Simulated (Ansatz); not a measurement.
# WS2 monolayer (1T): following an unstable mode

Aim: this structure of WS2 monolayer (1T) is to be tested for unstable modes, and one is followed downhill.

Program: Ansatz 0.2.0. Level of theory: DFT PBEsol, scalar-relativistic, plane waves, PAW; PAW set soft_1. Results are calculated unless marked as measured.

Report form: the programs' logs are mostly left out.

### 1. The structure

The cell holds 3 atoms: 1 W and 2 S. Cell: a = 3.145 Å, b = 3.145 Å, c = 29.504 Å, α = 90.0°, β = 90.0°, γ = 120.0°. It derives from WS2. Vacuum lies along c.

### 2. The dispersion

The cell comes from relaxations at this level that are not shown. Stability and thermal properties need the whole zone. Linear response on a 6×6×1 q mesh gives force constants as far as a supercell of that size would.

File input.yaml:

```yaml
crystal:
  lattice:
    - [3.1452997703, 0.0, 0.0]
    - [-1.5726498852, 2.7239095036, 0.0]
    - [0.0, 0.0, 29.504]
  atoms:
    - { symbol: W, position: [0.0, 0.0, 0.3389370933] }
    - { symbol: S, position: [0.3333333333, 0.6666666667, 0.392828632] }
    - { symbol: S, position: [0.6666666667, 0.3333333333, 0.2850455545] }
  periodic: [true, true, false]
kpoints:
  mp_grid: { grid: [18, 18, 1] }
hamiltonian:
  xc: pbesol
  pseudopotentials: { kind: paw, azcp: { folder: soft_1 }, xc_functional: pbe }
scf:
  occupations: { method: methfessel_paxton, width: 0.2 }
output:
  eigenvalues: true
phonons:
  method: dfpt
  qmesh: [6, 6, 1]
  temperatures: { t_max: 1000, t_step: 50 }
  qpath:
    path:
      - [0.0, 0.0, 0.0]
      - [0.5, 0.0, 0.0]
      - [0.33333333, 0.33333333, 0.0]
      - [0.0, 0.0, 0.0]
    npoints: 10
```

On the command line:

```sh
$ ansatz run input.yaml --threads 4 --pin off --max-ram 16384MiB --backend cpu --events-out ev --progress --plain --runs-dir out
```

It took 22 min on 4 threads of Arm Neoverse V1, shared host; peak memory 3.1 GiB.

Numbers from this step:

```yaml
gap_on_the_k_mesh: 0 eV
sum_rule_residual_before_enforcement: 1.69e-5 eV/Å²
lowest_frequency_on_the_path: -212.0 cm⁻¹
point_group: -3m
highest_frequency_on_the_path_or_at_a_solved_wavevector: 386.9 cm⁻¹
area_per_atom: 2.856 Å²
highest_optical_mode_at_the_zone_centre_no_lo_to_term: 383.4 cm⁻¹
lowest_optical_zone_centre_mode: 225.8 cm⁻¹
lowest_mode_on_the_q_mesh_acoustic_modes_at_gamma_apart: -212.0 cm⁻¹
```

Frequencies (cm⁻¹) solved at each irreducible wavevector; negative means imaginary. Frequencies by wavevector, by row:

| q in reciprocal lattice units | star | mode 1 | mode 2 | mode 3 | mode 4 | mode 5 | mode 6 | mode 7 | mode 8 | mode 9 |
| --- | --- | --- | --- | --- | --- | --- | --- | --- | --- | --- |
| 0 0 0 | 1 | 0 | 0 | 0 | 225.8 | 225.8 | 276 | 276 | 371.3 | 383.4 |
| 0 0.1667 0 | 6 | 36.2 | 58.4 | 77.6 | 246.8 | 269.3 | 289.3 | 300.1 | 371.7 | 385.6 |
| 0 0.3333 0 | 6 | -41.8 | 88.2 | 94.5 | 270.6 | 298.6 | 315.2 | 337.3 | 359.5 | 375.2 |
| 0 -0.5 0 | 3 | -212 | 56.1 | 117.2 | 281.8 | 298.9 | 325.7 | 342.1 | 359.9 | 373.5 |
| 0.1667 0.1667 0 | 6 | 78 | 88 | 89.9 | 261.8 | 288 | 303.9 | 329.1 | 363.1 | 369.1 |
| 0.1667 0.3333 0 | 12 | -157.7 | 54.9 | 111.6 | 286.5 | 303.5 | 323.9 | 345.9 | 350.7 | 364.6 |
| 0.3333 0.3333 0 | 2 | -152.5 | -152.5 | 114.9 | 309.2 | 315.5 | 315.5 | 339.9 | 344.2 | 344.2 |

Interpolated from a 6×6×1 q mesh. Phonon branches along the path, in cm⁻¹:

| point | branch 1 | branch 2 | branch 3 | branch 4 | branch 5 | branch 6 | branch 7 | branch 8 | branch 9 |
| --- | --- | --- | --- | --- | --- | --- | --- | --- | --- |
| Γ | 0 | 0 | 0 | 226 | 226 | 276 | 276 | 371 | 383 |
| halfway | 68 | 79 | 96 | 259 | 296 | 300 | 316 | 370 | 377 |
| M | -212 | 56 | 117 | 282 | 299 | 326 | 342 | 360 | 374 |
| halfway | -191 | -22 | 116 | 291 | 304 | 328 | 343 | 354 | 362 |
| K | -152 | -152 | 115 | 309 | 316 | 316 | 340 | 344 | 344 |
| halfway | 78 | 88 | 90 | 262 | 288 | 304 | 329 | 363 | 369 |
| Γ | 0 | 0 | 0 | 226 | 226 | 276 | 276 | 371 | 383 |

Symmetry leaves 7 wavevectors to solve. The lowest mode among them, the acoustic zeros apart, lies at q = (0, -0.5, 0) and is imaginary, 212.0i cm⁻¹, so the energy falls along it.

### 3. The mode frozen in, largest atomic shift 0 Å

The mode followed lies at q = (0.333, 0.333, 0) with frequency 152.5i cm⁻¹ and is 2-fold degenerate, one of the unstable modes though not the softest. At small amplitude the distorted cell has space group no. 143 by a symmetry search on the positions. The undistorted cell that holds it gives the zero of energy on the same k mesh.

System of this step: WS2 monolayer (1T). The cell holds 9 atoms: 3 W and 6 S. Cell: a = 5.448 Å, b = 5.448 Å, c = 29.504 Å, α = 90.0°, β = 90.0°, γ = 60.0°. It derives from WS2. Vacuum lies along c.

File input.yaml:

```yaml
crystal:
  lattice:
    - [4.7179496554, 2.7239095036, 0.0]
    - [0.0, 5.4478190071, 0.0]
    - [0.0, 0.0, 29.504]
  atoms:
    - { symbol: W, position: [0.0, 0.0, 0.3389370933] }
    - { symbol: W, position: [0.3333333333, 0.3333333333, 0.3389370933] }
    - { symbol: W, position: [0.6666666667, 0.6666666667, 0.3389370933] }
    - { symbol: S, position: [1.0, 0.3333333333, 0.392828632] }
    - { symbol: S, position: [0.3333333333, 0.6666666667, 0.392828632] }
    - { symbol: S, position: [0.6666666667, 1.0, 0.392828632] }
    - { symbol: S, position: [0.3333333333, 0.0, 0.2850455545] }
    - { symbol: S, position: [0.6666666667, 0.3333333333, 0.2850455545] }
    - { symbol: S, position: [0.0, 0.6666666667, 0.2850455545] }
  periodic: [true, true, false]
kpoints:
  mp_grid: { grid: [9, 9, 1] }
hamiltonian:
  xc: pbesol
  pseudopotentials: { kind: paw, azcp: { folder: soft_1 }, xc_functional: pbe }
scf:
  occupations: { method: methfessel_paxton, width: 0.2 }
output:
  forces: true
  stress: true
  eigenvalues: true
```

Wall time 11 s (4 threads); peak memory 1.4 GiB; 41 s of CPU time.

Numbers from this step:

- energy from the undistorted cell: 0 meV/atom

### 4. The mode frozen in, largest atomic shift 0.22 Å

The atoms are moved along the unstable eigenvector, the largest shift by 0.22 Å, with the cell fixed.

input.yaml, the sections that differ from step 3:

```yaml
crystal:
  lattice:
    - [4.7179496554, 2.7239095036, 0.0]
    - [0.0, 5.4478190071, 0.0]
    - [0.0, 0.0, 29.504]
  atoms:
    - { symbol: W, position: [-0.0333174275, -0.0115946352, 0.3389370956] }
    - { symbol: W, position: [0.3782447256, 0.3000175088, 0.3389370849] }
    - { symbol: W, position: [0.6550694435, 0.7115795435, 0.3389370993] }
    - { symbol: S, position: [1.0000000313, 0.3333333092, 0.3889020805] }
    - { symbol: S, position: [0.3333333845, 0.6666664878, 0.3913195234] }
    - { symbol: S, position: [0.6666665842, 1.000000203, 0.3982641497] }
    - { symbol: S, position: [0.3225374432, 0.0027872988, 0.2850456311] }
    - { symbol: S, position: [0.6694541761, 0.341341664, 0.2850456443] }
    - { symbol: S, position: [0.0080086712, 0.6558706456, 0.2850453882] }
  periodic: [true, true, false]
# kpoints, hamiltonian, scf, output: as in step 3
```

It took 18 s on 4 threads; peak memory 1.3 GiB.

Numbers from this step:

```yaml
gap_on_the_k_mesh: 0.4031 eV
energy_from_the_undistorted_cell: -47.16 meV/atom
```

The energy, extrapolated to zero smearing, is -47.16 meV/atom against the undistorted cell.

### 5. Energy along the mode, all amplitudes (two of the runs are shown above)

An imaginary frequency means negative curvature, so the energy should fall and then rise again as anharmonic terms take over.

Numbers from this step:

| Quantity | Value |
| --- | --- |
| depth at the lowest point sampled | 47.16 meV/atom |
| largest atomic shift at that point | 0.22 Å |

The energy from the parent by largest shift of an atom, one sign:

| largest shift of an atom, one sign (Å) | energy from the parent (meV/atom) |
| --- | --- |
| 0.000 | 0 |
| 0.040 | -4.26 |
| 0.080 | -15.3 |
| 0.140 | -35.6 |
| 0.220 | -47.2 |
| 0.320 | 1.81 |
| 0.450 | 257 |

Displacement at unit largest shift by atom:

| atom | x (Å) | y (Å) | z (Å) | size |
| --- | --- | --- | --- | --- |
| W1 | -0.71 | -0.70 | 0.00 | 1.00 |
| W2 | 0.96 | -0.27 | 0.00 | 1.00 |
| W3 | -0.25 | 0.97 | 0.00 | 1.00 |
| S4 | 0.00 | 0.00 | -0.53 | 0.53 |
| S5 | 0.00 | 0.00 | -0.20 | 0.20 |
| S6 | 0.00 | 0.00 | 0.73 | 0.73 |
| S7 | -0.23 | -0.07 | 0.00 | 0.24 |
| S8 | 0.06 | 0.23 | 0.00 | 0.24 |
| S9 | 0.17 | -0.17 | 0.00 | 0.24 |

The lowest of the steps tried is at 0.22 Å, 47.2 meV/atom below the parent; the bottom of the well need not coincide with a step.

### 6. Relaxing from the distorted cell

Starting from the lowest point found, all atoms and the cell are let go, so that strain and other modes of the same symmetry can join in.

input.yaml, as its differences from that of step 4:

```diff
@@ -27 +27,10 @@
   eigenvalues: true
+  write_density: true
+  write_potential: true
+  elf: true
+  volumetric_format: npy
+relax:
+  adjacent_minimum: "off"
+  f_tol: 0.002
+  max_steps: 120
+  cell: { stress_2d_tol: 0.005 }
```

The job ended after 3.9 min (4 threads; peak memory 1.4 GiB; 15 min of CPU time).

Relaxation path:

| step | energy less that of the first step (eV) | largest force component (eV/Å) | volume (Å³) |
| --- | --- | --- | --- |
| 1 | 0.0000 | 0.5745 | 758.33 |
| 2 | -0.1800 | 0.7276 | 820.25 |
| 3 | -0.2650 | 0.4414 | 805.69 |
| 4 | -0.3194 | 0.5450 | 797.45 |
| 5 | -0.4100 | 0.2424 | 794.29 |
| 6 | -0.4131 | 0.3705 | 792.10 |
| 7 | -0.4235 | 0.0436 | 790.00 |
| 8 | -0.4235 | 0.0489 | 788.87 |
| 9 | -0.4238 | 0.0150 | 789.51 |
| 10 | -0.4239 | 0.0007 | 789.24 |
| 11* | -0.4261 | 0.0008 | 789.24 |

Relaxation steps marked * repeat the geometry before them on a plane-wave basis chosen anew for their cell, so energy and pressure can jump there. Relaxation step 8 was tried and not accepted.

The run keeps the 3 symmetry operations that it works with, so distortions that break them were not tested.

| cell as run | before | after | change |
| --- | --- | --- | --- |
| a (Å) | 5.448 | 5.558 | +2.0 % |
| b (Å) | 5.448 | 5.558 | +2.0 % |

The atoms that moved most (Å, along periodic axes as changes of fractional coordinates times the final cell, across vacuum about the mean position):

| atom | dx | dy | dz | length |
| --- | --- | --- | --- | --- |
| S4 | 0.000 | 0.000 | -0.259 | 0.259 |
| W1 | 0.160 | -0.124 | 0.023 | 0.204 |
| W2 | 0.027 | 0.201 | 0.023 | 0.204 |
| W3 | -0.187 | -0.077 | 0.023 | 0.204 |
| S5 | 0.000 | 0.000 | 0.123 | 0.123 |
| S9 | -0.039 | -0.067 | 0.049 | 0.092 |
| S7 | -0.039 | 0.067 | 0.049 | 0.092 |
| S8 | 0.077 | 0.000 | 0.049 | 0.092 |

This step gave:

| Item | Value |
| --- | --- |
| gap on the k-mesh | 0.8434 eV |
| area per atom | 2.972 Å² |

Valence density in the ac plane at fractional y = 0.333, with atoms of W and S within 0.2 Å of it. It is the smooth field of the valence electrons, not physical close to the nuclei.

Values in e/Å³, 24 rows by 15 columns, each cell a mean:
```
0.0 0.0 0.0 0.0 0.0 0.0 0.0 0.0 0.0 0.0 0.0 0.0 0.0 0.0 0.0
0.0 0.0 0.0 0.0 0.0 0.0 0.0 0.0 0.0 0.0 0.0 0.0 0.0 0.0 0.0
0.0 0.0 0.0 0.0 0.0 0.0 0.0 0.0 0.0 0.0 0.0 0.0 0.0 0.0 0.0
0.0 0.0 0.0 0.0 0.0 0.0 0.0 0.0 0.0 0.0 0.0 0.0 0.0 0.0 0.0
0.0 0.0 0.0 0.0 0.0 0.0 0.0 0.0 0.0 0.0 0.0 0.0 0.0 0.0 0.0
0.0 0.0 0.0 0.0 0.0 0.0 0.0 0.0 0.0 0.0 0.0 0.0 0.0 0.0 0.0
0.0 0.0 0.0 0.0 0.0 0.0 0.0 0.0 0.0 0.0 0.0 0.0 0.0 0.0 0.0
0.0 0.0 0.0 0.0 0.0 0.0 0.0 0.0 0.0 0.0 0.0 0.0 0.0 0.0 0.0
0.0 0.0 0.0 0.0 0.0 0.0 0.0 0.0 0.0 0.0 0.0 0.0 0.0 0.0 0.0
0.0 0.0 0.0 0.0 0.0 0.0 0.0 0.0 0.0 0.0 0.0 0.0 0.0 0.0 0.0
0.0 0.0 0.0 0.0 0.0 0.0 0.0 0.0 0.0 0.0 0.0 0.0 0.0 0.0 0.0
0.0 0.0 0.0 0.0 0.0 0.0 0.0 0.0 0.0 0.0 0.0 0.0 0.0 0.0 0.0
0.0 0.0 0.0 0.0 0.0 0.0 0.0 0.0 0.0 0.0 0.0 0.0 0.0 0.0 0.0
0.1 0.1 0.1 0.0 0.0 0.0 0.0 0.0 0.0 0.0 0.0 0.0 0.0 0.1 0.1
0.7 0.9 0.6 0.3 0.2 0.2 0.3 0.2 0.2 0.1 0.1 0.1 0.3 0.7 0.8
0.6 0.7 0.6 0.8 2.6 4.3 4.3 2.8 0.7 0.3 0.2 0.2 0.3 0.5 0.6
0.1 0.1 0.2 0.4 1.0 1.8 1.9 1.2 0.9 0.9 0.7 0.7 0.5 0.2 0.1
0.1 0.1 0.1 0.1 0.1 0.1 0.1 0.2 0.6 0.8 0.7 0.8 0.6 0.2 0.1
0.0 0.0 0.0 0.0 0.0 0.0 0.0 0.0 0.0 0.0 0.1 0.0 0.0 0.0 0.0
0.0 0.0 0.0 0.0 0.0 0.0 0.0 0.0 0.0 0.0 0.0 0.0 0.0 0.0 0.0
0.0 0.0 0.0 0.0 0.0 0.0 0.0 0.0 0.0 0.0 0.0 0.0 0.0 0.0 0.0
0.0 0.0 0.0 0.0 0.0 0.0 0.0 0.0 0.0 0.0 0.0 0.0 0.0 0.0 0.0
0.0 0.0 0.0 0.0 0.0 0.0 0.0 0.0 0.0 0.0 0.0 0.0 0.0 0.0 0.0
0.0 0.0 0.0 0.0 0.0 0.0 0.0 0.0 0.0 0.0 0.0 0.0 0.0 0.0 0.0
```
Columns run along a (5.6 Å), rows up along c (29.5 Å). Atoms in or near the plane, at fractional coordinates: W at (0.38, 0.34), S at (0.00, 0.38), S at (0.69, 0.29).

ELF in the ac plane at fractional y = 0.333, with atoms of W and S within 0.2 Å of it. It is the smooth field of the valence electrons, not physical close to the nuclei.

Values, 24 rows by 15 columns, each cell a mean:
```
0.00 0.00 0.00 0.00 0.00 0.00 0.00 0.00 0.00 0.00 0.00 0.00 0.00 0.00 0.00
0.00 0.00 0.00 0.00 0.00 0.00 0.00 0.00 0.00 0.00 0.00 0.00 0.00 0.00 0.00
0.00 0.00 0.00 0.00 0.00 0.00 0.00 0.00 0.00 0.00 0.00 0.00 0.00 0.00 0.00
0.00 0.00 0.00 0.00 0.00 0.00 0.00 0.00 0.00 0.00 0.00 0.00 0.00 0.00 0.00
0.00 0.00 0.00 0.00 0.00 0.00 0.00 0.00 0.00 0.00 0.00 0.00 0.00 0.00 0.00
0.00 0.00 0.00 0.00 0.00 0.00 0.00 0.00 0.00 0.00 0.00 0.00 0.00 0.00 0.00
0.00 0.00 0.00 0.00 0.00 0.00 0.00 0.00 0.00 0.00 0.00 0.00 0.00 0.00 0.00
0.00 0.00 0.00 0.00 0.00 0.00 0.00 0.00 0.00 0.00 0.00 0.00 0.00 0.00 0.00
0.00 0.00 0.00 0.00 0.00 0.00 0.00 0.00 0.00 0.00 0.00 0.00 0.00 0.00 0.00
0.00 0.00 0.00 0.00 0.00 0.00 0.00 0.00 0.00 0.00 0.00 0.00 0.00 0.00 0.00
0.00 0.00 0.00 0.00 0.00 0.00 0.00 0.00 0.00 0.00 0.00 0.00 0.00 0.00 0.00
0.00 0.00 0.00 0.00 0.00 0.00 0.00 0.00 0.00 0.00 0.00 0.00 0.00 0.00 0.00
0.06 0.03 0.01 0.00 0.00 0.00 0.00 0.00 0.00 0.00 0.00 0.00 0.00 0.02 0.05
0.70 0.60 0.35 0.09 0.02 0.02 0.03 0.03 0.03 0.02 0.01 0.03 0.19 0.49 0.67
0.46 0.72 0.82 0.50 0.16 0.16 0.21 0.22 0.16 0.09 0.05 0.19 0.61 0.78 0.55
0.48 0.61 0.55 0.38 0.52 0.48 0.47 0.57 0.29 0.20 0.20 0.21 0.38 0.55 0.53
0.07 0.13 0.22 0.28 0.37 0.41 0.44 0.52 0.59 0.57 0.45 0.53 0.58 0.36 0.11
0.04 0.07 0.11 0.11 0.09 0.08 0.19 0.59 0.82 0.73 0.62 0.74 0.84 0.55 0.10
0.01 0.01 0.01 0.01 0.01 0.00 0.01 0.11 0.36 0.54 0.61 0.57 0.38 0.12 0.02
0.00 0.00 0.00 0.00 0.00 0.00 0.00 0.00 0.01 0.03 0.04 0.03 0.01 0.00 0.00
0.00 0.00 0.00 0.00 0.00 0.00 0.00 0.00 0.00 0.00 0.00 0.00 0.00 0.00 0.00
0.00 0.00 0.00 0.00 0.00 0.00 0.00 0.00 0.00 0.00 0.00 0.00 0.00 0.00 0.00
0.00 0.00 0.00 0.00 0.00 0.00 0.00 0.00 0.00 0.00 0.00 0.00 0.00 0.00 0.00
0.00 0.00 0.00 0.00 0.00 0.00 0.00 0.00 0.00 0.00 0.00 0.00 0.00 0.00 0.00
```
Columns run along a (5.6 Å), rows up along c (29.5 Å). Atoms in or near the plane, at fractional coordinates: W at (0.38, 0.34), S at (0.00, 0.38), S at (0.69, 0.29).

Electrostatic potential energy in the ac plane at fractional y = 0.333, with atoms of W and S within 0.2 Å of it. With pseudopotentials it is smooth inside the atoms' cores, unlike the true potential.

Ten even steps from '_' (-35 eV) to '@' (0 eV), each cell a mean:
```
@@@@@@@@@@@@@@@@@@@@@@@@@@@@@@
@@@@@@@@@@@@@@@@@@@@@@@@@@@@@@
@@@@@@@@@@@@@@@@@@@@@@@@@@@@@@
@@@@@@@@@@@@@@@@@@@@@@@@@@@@@@
@@@@@@@@@@@@@@@@@@@@@@@@@@@@@@
@@@@@@@@@@@@@@@@@@@@@@@@@@@@@@
@@@@@@@@@@@@@@@@@@@@@@@@@@@@@@
@@@@@@@@@@@@@@@@@@@@@@@@@@@@@@
@@@@@@@@@@@@@@@@@@@@@@@@@@@@@@
@@@@@@@@@@@@@@@@@@@@@@@@@@@@@@
@@@@@@@@@@@@@@@@@@@@@@@@@@@@@@
@@@@@@@@@@@@@@@@@@@@@@@@@@@@@@
@@@@@@@@@@@@@@@@@@@@@@@@@@@@@@
@@@@@@@@@@@@@@@@@@@@@@@@@@@@@@
__..++%%%%%%%%%%@@@@@@@@##--..
==++**==________==##%%%%%%**==
@@@@%%##==----====::::--++%%@@
@@@@@@@@@@@@@@%%++::::::++%%@@
@@@@@@@@@@@@@@@@@@@@@@@@@@@@@@
@@@@@@@@@@@@@@@@@@@@@@@@@@@@@@
@@@@@@@@@@@@@@@@@@@@@@@@@@@@@@
@@@@@@@@@@@@@@@@@@@@@@@@@@@@@@
@@@@@@@@@@@@@@@@@@@@@@@@@@@@@@
@@@@@@@@@@@@@@@@@@@@@@@@@@@@@@
```
Columns run along a (5.6 Å; values clipped at the 3rd and 97th percentile), rows up along c (29.5 Å). Atoms in or near the plane, at fractional coordinates: W at (0.38, 0.34), S at (0.00, 0.38), S at (0.69, 0.29).

The distorted start has space group P3; the relaxation ends in P31m.

### 7. The new phase in its own primitive cell

The relaxed structure is symmetrised, reduced to its primitive cell and relaxed tightly, as its phonons need.

File input.yaml:

```yaml
crystal:
  lattice:
    - [4.8131351492, 2.7788648741, 0.0]
    - [0.0, 5.5577297481, 0.0]
    - [0.0, 0.0, 29.504]
  atoms:
    - { symbol: W, position: [4.1e-07, -0.0505022709, 0.3397275286] }
    - { symbol: W, position: [0.3838351942, 0.3333337433, 0.3397275286] }
    - { symbol: W, position: [0.6161643958, 0.7171685275, 0.3397275286] }
    - { symbol: S, position: [1.0, 0.3333333333, 0.3801183555] }
    - { symbol: S, position: [0.3333333333, 0.6666666667, 0.3954917489] }
    - { symbol: S, position: [0.6666666667, 1.0, 0.3954916838] }
    - { symbol: S, position: [0.3144619556, 0.018871764, 0.2867164409] }
    - { symbol: S, position: [0.6855384307, 0.3333329471, 0.2867164409] }
    - { symbol: S, position: [-3.862e-07, 0.6477952889, 0.2867164409] }
  periodic: [true, true, false]
kpoints:
  mp_grid: { grid: [6, 6, 1] }
hamiltonian:
  xc: pbesol
  pseudopotentials: { kind: paw, azcp: { folder: soft_1 }, xc_functional: pbe }
scf:
  occupations: { method: fixed }
output:
  forces: true
  stress: true
  eigenvalues: true
relax:
  adjacent_minimum: "off"
  f_tol: 0.001
  max_steps: 60
  cell: { stress_2d_tol: 0.002 }
```

Run time: 42 s. Hardware: 4 threads; peak memory 1.2 GiB.

Little changed from the start: no atom moved by 0.005 Å and no cell edge by 0.1 %.

This step gave:

```yaml
gap_on_the_k_mesh: 0.8489 eV
direct_gap_on_mesh: 0.8679 eV
```

The largest force component left is 0.29 meV/Å, within the tolerances set.

(Part 1 of 2 ends here.)

[Logs are printed without paths, hosts, clocks, repeated set-up lines and the standing remarks that a program may print on its own settings, such as how far it seeks lower states.]

[Hosts, paths, dates, database ids (printed as entryN), source tags and the programs' standing remarks are cut or masked in the printed files.]
